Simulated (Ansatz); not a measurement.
# Grüneisen parameters and expansion of KBr (Fm-3m), part 3 of 4

Aim: how the vibrations of KBr shift with volume, and the expansion that follows.

What experiment has found for this phase:
- volume expansion coefficient 116.1 1e-6/K and heat capacity C_P per formula unit 52.3 J/mol/K near room temperature (given in “High-Throughput Prediction of Finite-Temperature Properties using the Quasi-Harmonic Approximation”, 2016, arXiv:1603.06924)
- volume expansion coefficient 117.6 1e-6/K near room temperature (given in “Descriptors for thermal expansion in solids”, 2017, arXiv:1701.03966)

Ansatz 0.2.0; DFT PBE, scalar-relativistic, plane waves, PAW.

So far, highest frequency (cm⁻¹): step 5 (phonons, V/V0 1) 151.

### 8. Single point at a scaled cell, V/V0 0.985

Symmetry fixes every atom, so a single point at the scaled cell gives the energy and pressure of this member.

The cell differs from the one that the last finished run ended in (a 4.765 → 4.718 Å, b 4.765 → 4.718 Å, c 4.765 → 4.718 Å).

Input file input.yaml:

```yaml
crystal:
  lattice:
    - [0.0, 3.3359098349, 3.3359098349]
    - [3.3359098349, 0.0, 3.3359098349]
    - [3.3359098349, 3.3359098349, 0.0]
  atoms:
    - { symbol: K, position: [0.0, 0.0, 0.0] }
    - { symbol: Br, position: [0.5, 0.5, 0.5] }
kpoints:
  mp_grid: { grid: [8, 8, 8] }
hamiltonian:
  xc: pbe
scf:
  occupations: { method: fixed }
output:
  forces: true
  stress: true
  eigenvalues: true
```

Started as:

```console
$ ansatz run input.yaml --threads 2 --pin off --max-ram 5120MiB --backend cpu --events-out ev --progress --plain --runs-dir out
```

Numbers of over 12 decimals in the logs are rounded to 6 here.

The log of the run:

```text
[...]
Crystal: 2 atoms, lattice volume = 74.246 Å³
Basis set: ecut = 420 eV, 1459 PW (Γ), exchange–correlation on 64×64×64 points (8 copies of the dense FFT grid, shifted against one another)
Bands: 12, of which v1, the nominal top of the filled ones, is band 8 counted from 1 (7 counted from 0)
Symmetry: 48 space group operations
[...]
k-points: 29 of 512
[...]
P = ⅓ Tr σ = 0.2109 GPa (2.109 kbar)
--- Band table (eV; the first three rows and the last of 29) ---
  k-point 0: bands = [... 4 lower, -10.4674, 0.8537, 0.8537, 0.8537, 5.2035, 8.4489, 8.4489, 8.4489]
  k-point 1: bands = [... 4 lower, -10.4286, 0.6431, 0.8055, 0.8055, 5.5825, 8.3443, 8.6273, 8.6273]
  k-point 2: bands = [... 4 lower, -10.3427, 0.2194, 0.6938, 0.6938, 6.4281, 8.3054, 9.1250, 9.1250]
  k-point 28: bands = [... 4 lower, -10.3768, 0.2934, 0.2934, 0.3496, 8.2022, 8.2022, 8.9872, 9.7130]
[key lines of the parts left out:]
SCF converged after 6 iterations
Free energy (F): -4324.503297 eV
Fermi energy:    0.853669 eV
```

Wall time 0.84 s (2 threads of Arm Neoverse V2, shared host); peak memory 0.3 GiB; 1.6 s of CPU time.

The run ends at a pressure of 0.21 GPa.

### 9. Phonons, V/V0 0.985

The same q-mesh and k-mesh are kept at every volume, so that much of their error can cancel in the differences.

input.yaml, the sections that differ from step 8:

```yaml
output:
  eigenvalues: true
phonons:
  method: dfpt
  dielectric: true
  rigid_motions: translations
  qmesh: [4, 4, 4]
  temperatures: { t_max: 1000, t_step: 50 }
  qpath:
    path:
      - [[0.0, 0.0, 0.0], [0.5, 0.0, 0.5], [0.625, 0.25, 0.625]]
      - [[0.375, 0.375, 0.75], [0.0, 0.0, 0.0], [0.5, 0.5, 0.5], [0.5, 0.25, 0.75], [0.5, 0.0, 0.5]]
    npoints: 10
# crystal, kpoints, hamiltonian, scf: as in step 8
```

The log of the run:

```text
[...]
Crystal: 2 atoms, lattice volume = 74.246 Å³
Basis set: ecut = 420 eV, 1459 PW (Γ), exchange–correlation on 64×64×64 points (8 copies of the dense FFT grid, shifted against one another)
Bands: 12, of which v1, the nominal top of the filled ones, is band 8 counted from 1 (7 counted from 0)
Symmetry: 48 space group operations
k-points: 59 of 512 (irreducible under 8 space group operations, time reversal used)
[...]
optical modes at Γ + LO–TO along q̂ = [0.0000, 1.0000, 0.0000]:
      ω (cm⁻¹)  modes    IR ((D/Å)²/amu)
        104.14      2             2.2552
        154.03      1             1.1276
  optical modes at Γ + LO–TO along q̂ = [0.0000, 0.0000, 1.0000]:
      ω (cm⁻¹)  modes    IR ((D/Å)²/amu)
        104.14      2             2.2552
        154.03      1             1.1276
--- Phonons (arbitrary-q DFPT): 8 irreducible q on the 4×4×4 mesh ---
[...]
interpolated dispersion: 63 rows × 6 modes
[...]
[key lines of the parts left out:]
SCF converged after 7 iterations
Free energy (F): -4324.503297 eV
Fermi energy:    0.853858 eV
```

It took 2.6 min on 2 threads; peak memory 1.2 GiB.

No mode is imaginary beyond numerical noise at the solved wavevectors. The highest zone-centre mode (no LO–TO term) moved by +3.9 % for a volume change of -1.5 %.

### 10. A cell at another volume, V/V0 1.03

Symmetry fixes every atom, so a single point at the scaled cell gives the energy and pressure of this member.

The cell differs from the one that the last finished run ended in (a 4.718 → 4.788 Å, b 4.718 → 4.788 Å, c 4.718 → 4.788 Å).

input.yaml, the sections that differ from step 9:

```yaml
crystal:
  lattice:
    - [0.0, 3.3859559344, 3.3859559344]
    - [3.3859559344, 0.0, 3.3859559344]
    - [3.3859559344, 3.3859559344, 0.0]
  atoms:
    - { symbol: K, position: [0.0, 0.0, 0.0] }
    - { symbol: Br, position: [0.5, 0.5, 0.5] }
output:
  forces: true
  stress: true
  eigenvalues: true
# kpoints, hamiltonian, scf: as in step 9
# phonons: removed
```

The log of the run:

```text
[...]
Crystal: 2 atoms, lattice volume = 77.638 Å³
Basis set: ecut = 420 eV, 1471 PW (Γ), exchange–correlation on 72×72×72 points (8 copies of the dense FFT grid, shifted against one another)
Bands: 12, of which v1, the nominal top of the filled ones, is band 8 counted from 1 (7 counted from 0)
Symmetry: 48 space group operations
[...]
k-points: 29 of 512
[...]
P = ⅓ Tr σ = -0.3706 GPa (-3.706 kbar)
--- Band table (eV; the first three rows and the last of 29) ---
  k-point 0: bands = [... 4 lower, -10.8469, 0.5726, 0.5726, 0.5726, 4.8097, 8.1486, 8.1486, 8.1486]
  k-point 1: bands = [... 4 lower, -10.8101, 0.3784, 0.5297, 0.5297, 5.1713, 8.0405, 8.3190, 8.3190]
  k-point 2: bands = [... 4 lower, -10.7296, -0.0143, 0.4298, 0.4298, 5.9950, 7.9729, 8.7944, 8.7944]
  k-point 28: bands = [... 4 lower, -10.7615, 0.0473, 0.0473, 0.1105, 7.8637, 7.8637, 8.5287, 9.2462]
[key lines of the parts left out:]
SCF converged after 6 iterations
Free energy (F): -4324.501343 eV
Fermi energy:    0.572616 eV
```

It took 0.86 s on 2 threads; peak memory 0.32 GiB.

The run ends at a pressure of -0.37 GPa.

### 11. Phonons, V/V0 1.03

Phonons at this volume give one point of F(V, T); meshes stay fixed along the series.

input.yaml, the sections that differ from step 10:

```yaml
output:
  eigenvalues: true
phonons:
  method: dfpt
  dielectric: true
  rigid_motions: translations
  qmesh: [4, 4, 4]
  temperatures: { t_max: 1000, t_step: 50 }
  qpath:
    path:
      - [[0.0, 0.0, 0.0], [0.5, 0.0, 0.5], [0.625, 0.25, 0.625]]
      - [[0.375, 0.375, 0.75], [0.0, 0.0, 0.0], [0.5, 0.5, 0.5], [0.5, 0.25, 0.75], [0.5, 0.0, 0.5]]
    npoints: 10
# crystal, kpoints, hamiltonian, scf: as in step 10
```

The log of the run:

```text
[...]
Crystal: 2 atoms, lattice volume = 77.638 Å³
Basis set: ecut = 420 eV, 1471 PW (Γ), exchange–correlation on 72×72×72 points (8 copies of the dense FFT grid, shifted against one another)
Bands: 12, of which v1, the nominal top of the filled ones, is band 8 counted from 1 (7 counted from 0)
Symmetry: 48 space group operations
k-points: 59 of 512 (irreducible under 8 space group operations, time reversal used)
[...]
optical modes at Γ + LO–TO along q̂ = [0.0000, 1.0000, 0.0000]:
      ω (cm⁻¹)  modes    IR ((D/Å)²/amu)
         92.73      2             2.2876
        146.11      1             1.1438
  optical modes at Γ + LO–TO along q̂ = [0.0000, 0.0000, 1.0000]:
      ω (cm⁻¹)  modes    IR ((D/Å)²/amu)
         92.73      2             2.2876
        146.11      1             1.1438
--- Phonons (arbitrary-q DFPT): 8 irreducible q on the 4×4×4 mesh ---
[...]
interpolated dispersion: 63 rows × 6 modes
[...]
[key lines of the parts left out:]
SCF converged after 9 iterations
Free energy (F): -4324.501343 eV
Fermi energy:    0.572737 eV
```

Run time: 2.9 min. Hardware: 2 threads; peak memory 1.2 GiB.

LO-TO term included. The phonon branches at the labelled points (cm⁻¹):

```
    point  branch 1  branch 2  branch 3  branch 4  branch 5  branch 6
        Γ         0         0         0        93        93       146
  halfway        31        31        67        94        94       120
        X        43        43        72        96        96       103
  halfway        45        50        71        94        98       102
        U        51        66        67        90       101       102
jump to K        51        66        67        90       101       102
  halfway        38        49        64        83        96       131
        Γ         0         0         0        93        93       146
  halfway        38        38        55        89        89       140
        L        58        58        80        80        85       130
  halfway        58        61        76        86        92       116
        W        61        61        67        93        99        99
  halfway        49        55        69        95        97       102
        X        43        43        72        96        96       103
```

The phonon branches as a text plot (rows in cm⁻¹):

```
    143 |***                      ***********
    137 |   *                    *           **
    131 |    **                 *              ****
    125 |                      *                   **
    119 |      *             **                      **
    113 |       *           *                          *
    107 |        *         *                            *
    100 |         ***********                            ********
     94 |****************    *************            ***********
     88 |                ***     ****     ****     ******
     82 |                   *****             ********
     76 |       *****      ****                *    ****
     70 |      *     *****     *              *         **   ****
     64 |                ***    *            *          * ***
     58 |    **         *  *****            *   ************ *
     52 |              * **  ** **            **            ***
     46 |   *        ****      *           * *                ***
     40 |        ****           ****        *
     33 |  *   **                ***      **
     27 |    **                     *
     21 |   *                     ***    **
     15 | **                        **   *
      9 | *                          *  *
      3 |*                            **
         Γ           X  U|K            Γ         L        W     X
```

No mode is imaginary beyond numerical noise at the solved wavevectors. The highest zone-centre mode (no LO–TO term) moved by -7.5 % for a volume change of +3.0 %.

### 12. A cell at another volume, V/V0 0.97

Symmetry fixes every atom, so a single point at the scaled cell gives the energy and pressure of this member.

The cell differs from the one that the last finished run ended in (a 4.788 → 4.694 Å, b 4.788 → 4.694 Å, c 4.788 → 4.694 Å).

input.yaml, the sections that differ from step 11:

```yaml
crystal:
  lattice:
    - [0.0, 3.3188895906, 3.3188895906]
    - [3.3188895906, 0.0, 3.3188895906]
    - [3.3188895906, 3.3188895906, 0.0]
  atoms:
    - { symbol: K, position: [0.0, 0.0, 0.0] }
    - { symbol: Br, position: [0.5, 0.5, 0.5] }
output:
  forces: true
  stress: true
  eigenvalues: true
# kpoints, hamiltonian, scf: as in step 11
# phonons: removed
```

The log of the run:

```text
[...]
Crystal: 2 atoms, lattice volume = 73.115 Å³
Basis set: ecut = 420 eV, 1459 PW (Γ), exchange–correlation on 64×64×64 points (8 copies of the dense FFT grid, shifted against one another)
Bands: 12, of which v1, the nominal top of the filled ones, is band 8 counted from 1 (7 counted from 0)
Symmetry: 48 space group operations
[...]
k-points: 29 of 512
[...]
P = ⅓ Tr σ = 0.4410 GPa (4.410 kbar)
--- Band table (eV; the first three rows and the last of 29) ---
  k-point 0: bands = [... 4 lower, -10.3343, 0.9542, 0.9542, 0.9542, 5.3442, 8.5544, 8.5544, 8.5544]
  k-point 1: bands = [... 4 lower, -10.2946, 0.7379, 0.9041, 0.9041, 5.7293, 8.4510, 8.7356, 8.7356]
  k-point 2: bands = [... 4 lower, -10.2064, 0.3029, 0.7881, 0.7881, 6.5819, 8.4229, 9.2411, 9.2411]
  k-point 28: bands = [... 4 lower, -10.2414, 0.3817, 0.3817, 0.4350, 8.3211, 8.3211, 9.1481, 9.8773]
[key lines of the parts left out:]
SCF converged after 6 iterations
Free energy (F): -4324.501009 eV
Fermi energy:    0.954250 eV
```

The job ended after 0.8 s (2 threads; peak memory 0.3 GiB; 1.5 s of CPU time).

The run ends at a pressure of 0.44 GPa.

### 13. Lattice dynamics at this volume, V/V0 0.97

Phonons at this volume give one point of F(V, T); meshes stay fixed along the series.

input.yaml, the sections that differ from step 12:

```yaml
output:
  eigenvalues: true
phonons:
  method: dfpt
  dielectric: true
  rigid_motions: translations
  qmesh: [4, 4, 4]
  temperatures: { t_max: 1000, t_step: 50 }
  qpath:
    path:
      - [[0.0, 0.0, 0.0], [0.5, 0.0, 0.5], [0.625, 0.25, 0.625]]
      - [[0.375, 0.375, 0.75], [0.0, 0.0, 0.0], [0.5, 0.5, 0.5], [0.5, 0.25, 0.75], [0.5, 0.0, 0.5]]
    npoints: 10
# crystal, kpoints, hamiltonian, scf: as in step 12
```

The log of the run:

```text
[...]
Crystal: 2 atoms, lattice volume = 73.115 Å³
Basis set: ecut = 420 eV, 1459 PW (Γ), exchange–correlation on 64×64×64 points (8 copies of the dense FFT grid, shifted against one another)
Bands: 12, of which v1, the nominal top of the filled ones, is band 8 counted from 1 (7 counted from 0)
Symmetry: 48 space group operations
k-points: 59 of 512 (irreducible under 8 space group operations, time reversal used)
[...]
optical modes at Γ + LO–TO along q̂ = [0.0000, 1.0000, 0.0000]:
      ω (cm⁻¹)  modes    IR ((D/Å)²/amu)
        108.13      2             2.2436
        156.88      1             1.1218
  optical modes at Γ + LO–TO along q̂ = [0.0000, 0.0000, 1.0000]:
      ω (cm⁻¹)  modes    IR ((D/Å)²/amu)
        108.13      2             2.2436
        156.88      1             1.1218
--- Phonons (arbitrary-q DFPT): 8 irreducible q on the 4×4×4 mesh ---
[...]
interpolated dispersion: 63 rows × 6 modes
[...]
[key lines of the parts left out:]
SCF converged after 9 iterations
Free energy (F): -4324.501009 eV
Fermi energy:    0.954439 eV
```

Run time: 2.6 min. Hardware: 2 threads; peak memory 1.2 GiB.

LO-TO term included. The phonon branches at the labelled points (cm⁻¹):

```
    point  branch 1  branch 2  branch 3  branch 4  branch 5  branch 6
        Γ         0         0         0       108       108       157
  halfway        30        30        77       110       110       128
        X        41        41        72       112       112       120
  halfway        45        51        70       111       114       119
        U        54        66        69       105       116       117
jump to K        54        66        69       105       116       117
  halfway        37        57        71        96       112       140
        Γ         0         0         0       108       108       157
  halfway        43        43        59       103       103       150
        L        67        67        91        93        93       140
  halfway        63        65        81        99       108       127
        W        60        60        75       104       116       116
  halfway        48        58        69       110       114       118
        X        41        41        72       112       112       120
```

The phonon branches as a text plot (rows in cm⁻¹):

```
    154 |***                      ***********
    147 |   *                    *           **
    141 |    **                 *              ****
    134 |                      *                   ***
    127 |      *             **                       *
    121 |       *   ****** **                          **    ****
    114 |        ****************                       *********
    108 |********      ****      **********           **   ****
    101 |                  *     ***       ****     *******
     95 |                   *****              *******
     88 |                                       ****
     82 |       ****       *****               *    ****
     75 |      *    *                         *         ****
     69 |    **      ******  ** *            *  ******      *****
     62 |                  **  * *          *  *    ******** *
     56 |               * * *   *             *            ** *
     49 |   *          ***   **  ***       * *               *
     42 |         ******       *            *                 ***
     36 |  *    **              * **      **
     29 |      *                 *  *     *
     23 |   ***                   ***    *
     16 | **                        **   *
     10 | *                          *  *
      3 |*                            **
         Γ           X  U|K            Γ         L        W     X
```

No mode is imaginary beyond numerical noise at the solved wavevectors. The highest zone-centre mode (no LO–TO term) moved by +7.9 % for a volume change of -3.0 %.

### 14. Single point at a scaled cell, V/V0 1.05

Symmetry fixes every atom, so a single point at the scaled cell gives the energy and pressure of this member.

The cell differs from the one that the last finished run ended in (a 4.694 → 4.819 Å, b 4.694 → 4.819 Å, c 4.694 → 4.819 Å).

input.yaml, the sections that differ from step 13:

```yaml
crystal:
  lattice:
    - [0.0, 3.4077311691, 3.4077311691]
    - [3.4077311691, 0.0, 3.4077311691]
    - [3.4077311691, 3.4077311691, 0.0]
  atoms:
    - { symbol: K, position: [0.0, 0.0, 0.0] }
    - { symbol: Br, position: [0.5, 0.5, 0.5] }
output:
  forces: true
  stress: true
  eigenvalues: true
# kpoints, hamiltonian, scf: as in step 13
# phonons: removed
```

The log of the run:

```text
[...]
Crystal: 2 atoms, lattice volume = 79.145 Å³
Basis set: ecut = 420 eV, 1471 PW (Γ), exchange–correlation on 72×72×72 points (8 copies of the dense FFT grid, shifted against one another)
Bands: 12, of which v1, the nominal top of the filled ones, is band 8 counted from 1 (7 counted from 0)
Symmetry: 48 space group operations
[...]
k-points: 29 of 512
[...]
P = ⅓ Tr σ = -0.5843 GPa (-5.843 kbar)
--- Band table (eV; the first three rows and the last of 29) ---
  k-point 0: bands = [... 4 lower, -11.0069, 0.4570, 0.4570, 0.4570, 4.6472, 8.0223, 8.0223, 8.0223]
  k-point 1: bands = [... 4 lower, -10.9705, 0.2694, 0.4161, 0.4161, 5.0015, 7.9128, 8.1894, 8.1894]
  k-point 2: bands = [... 4 lower, -10.8917, -0.1106, 0.3209, 0.3209, 5.8152, 7.8339, 8.6554, 8.6554]
  k-point 28: bands = [... 4 lower, -10.9228, -0.0536, -0.0536, 0.0118, 7.7215, 7.7215, 8.3359, 9.0507]
[key lines of the parts left out:]
SCF converged after 6 iterations
Free energy (F): -4324.496834 eV
Fermi energy:    0.456973 eV
```

Elapsed: 0.96 s, on 2 threads; peak memory 0.32 GiB.

The run ends at a pressure of -0.58 GPa.

(Continued in part 4 of 4.)

[Logs are printed without paths, hosts, clocks, repeated set-up lines and the standing remarks that a program may print on its own settings, such as how far it seeks lower states.]

[Hosts, paths, dates, database ids (printed as entryN), source tags and the programs' standing remarks are cut or masked in the printed files.]

[A step with changed settings may run another functional than the one named; its input shows which.]

[Of the runs on displaced cells, only some may be shown.]
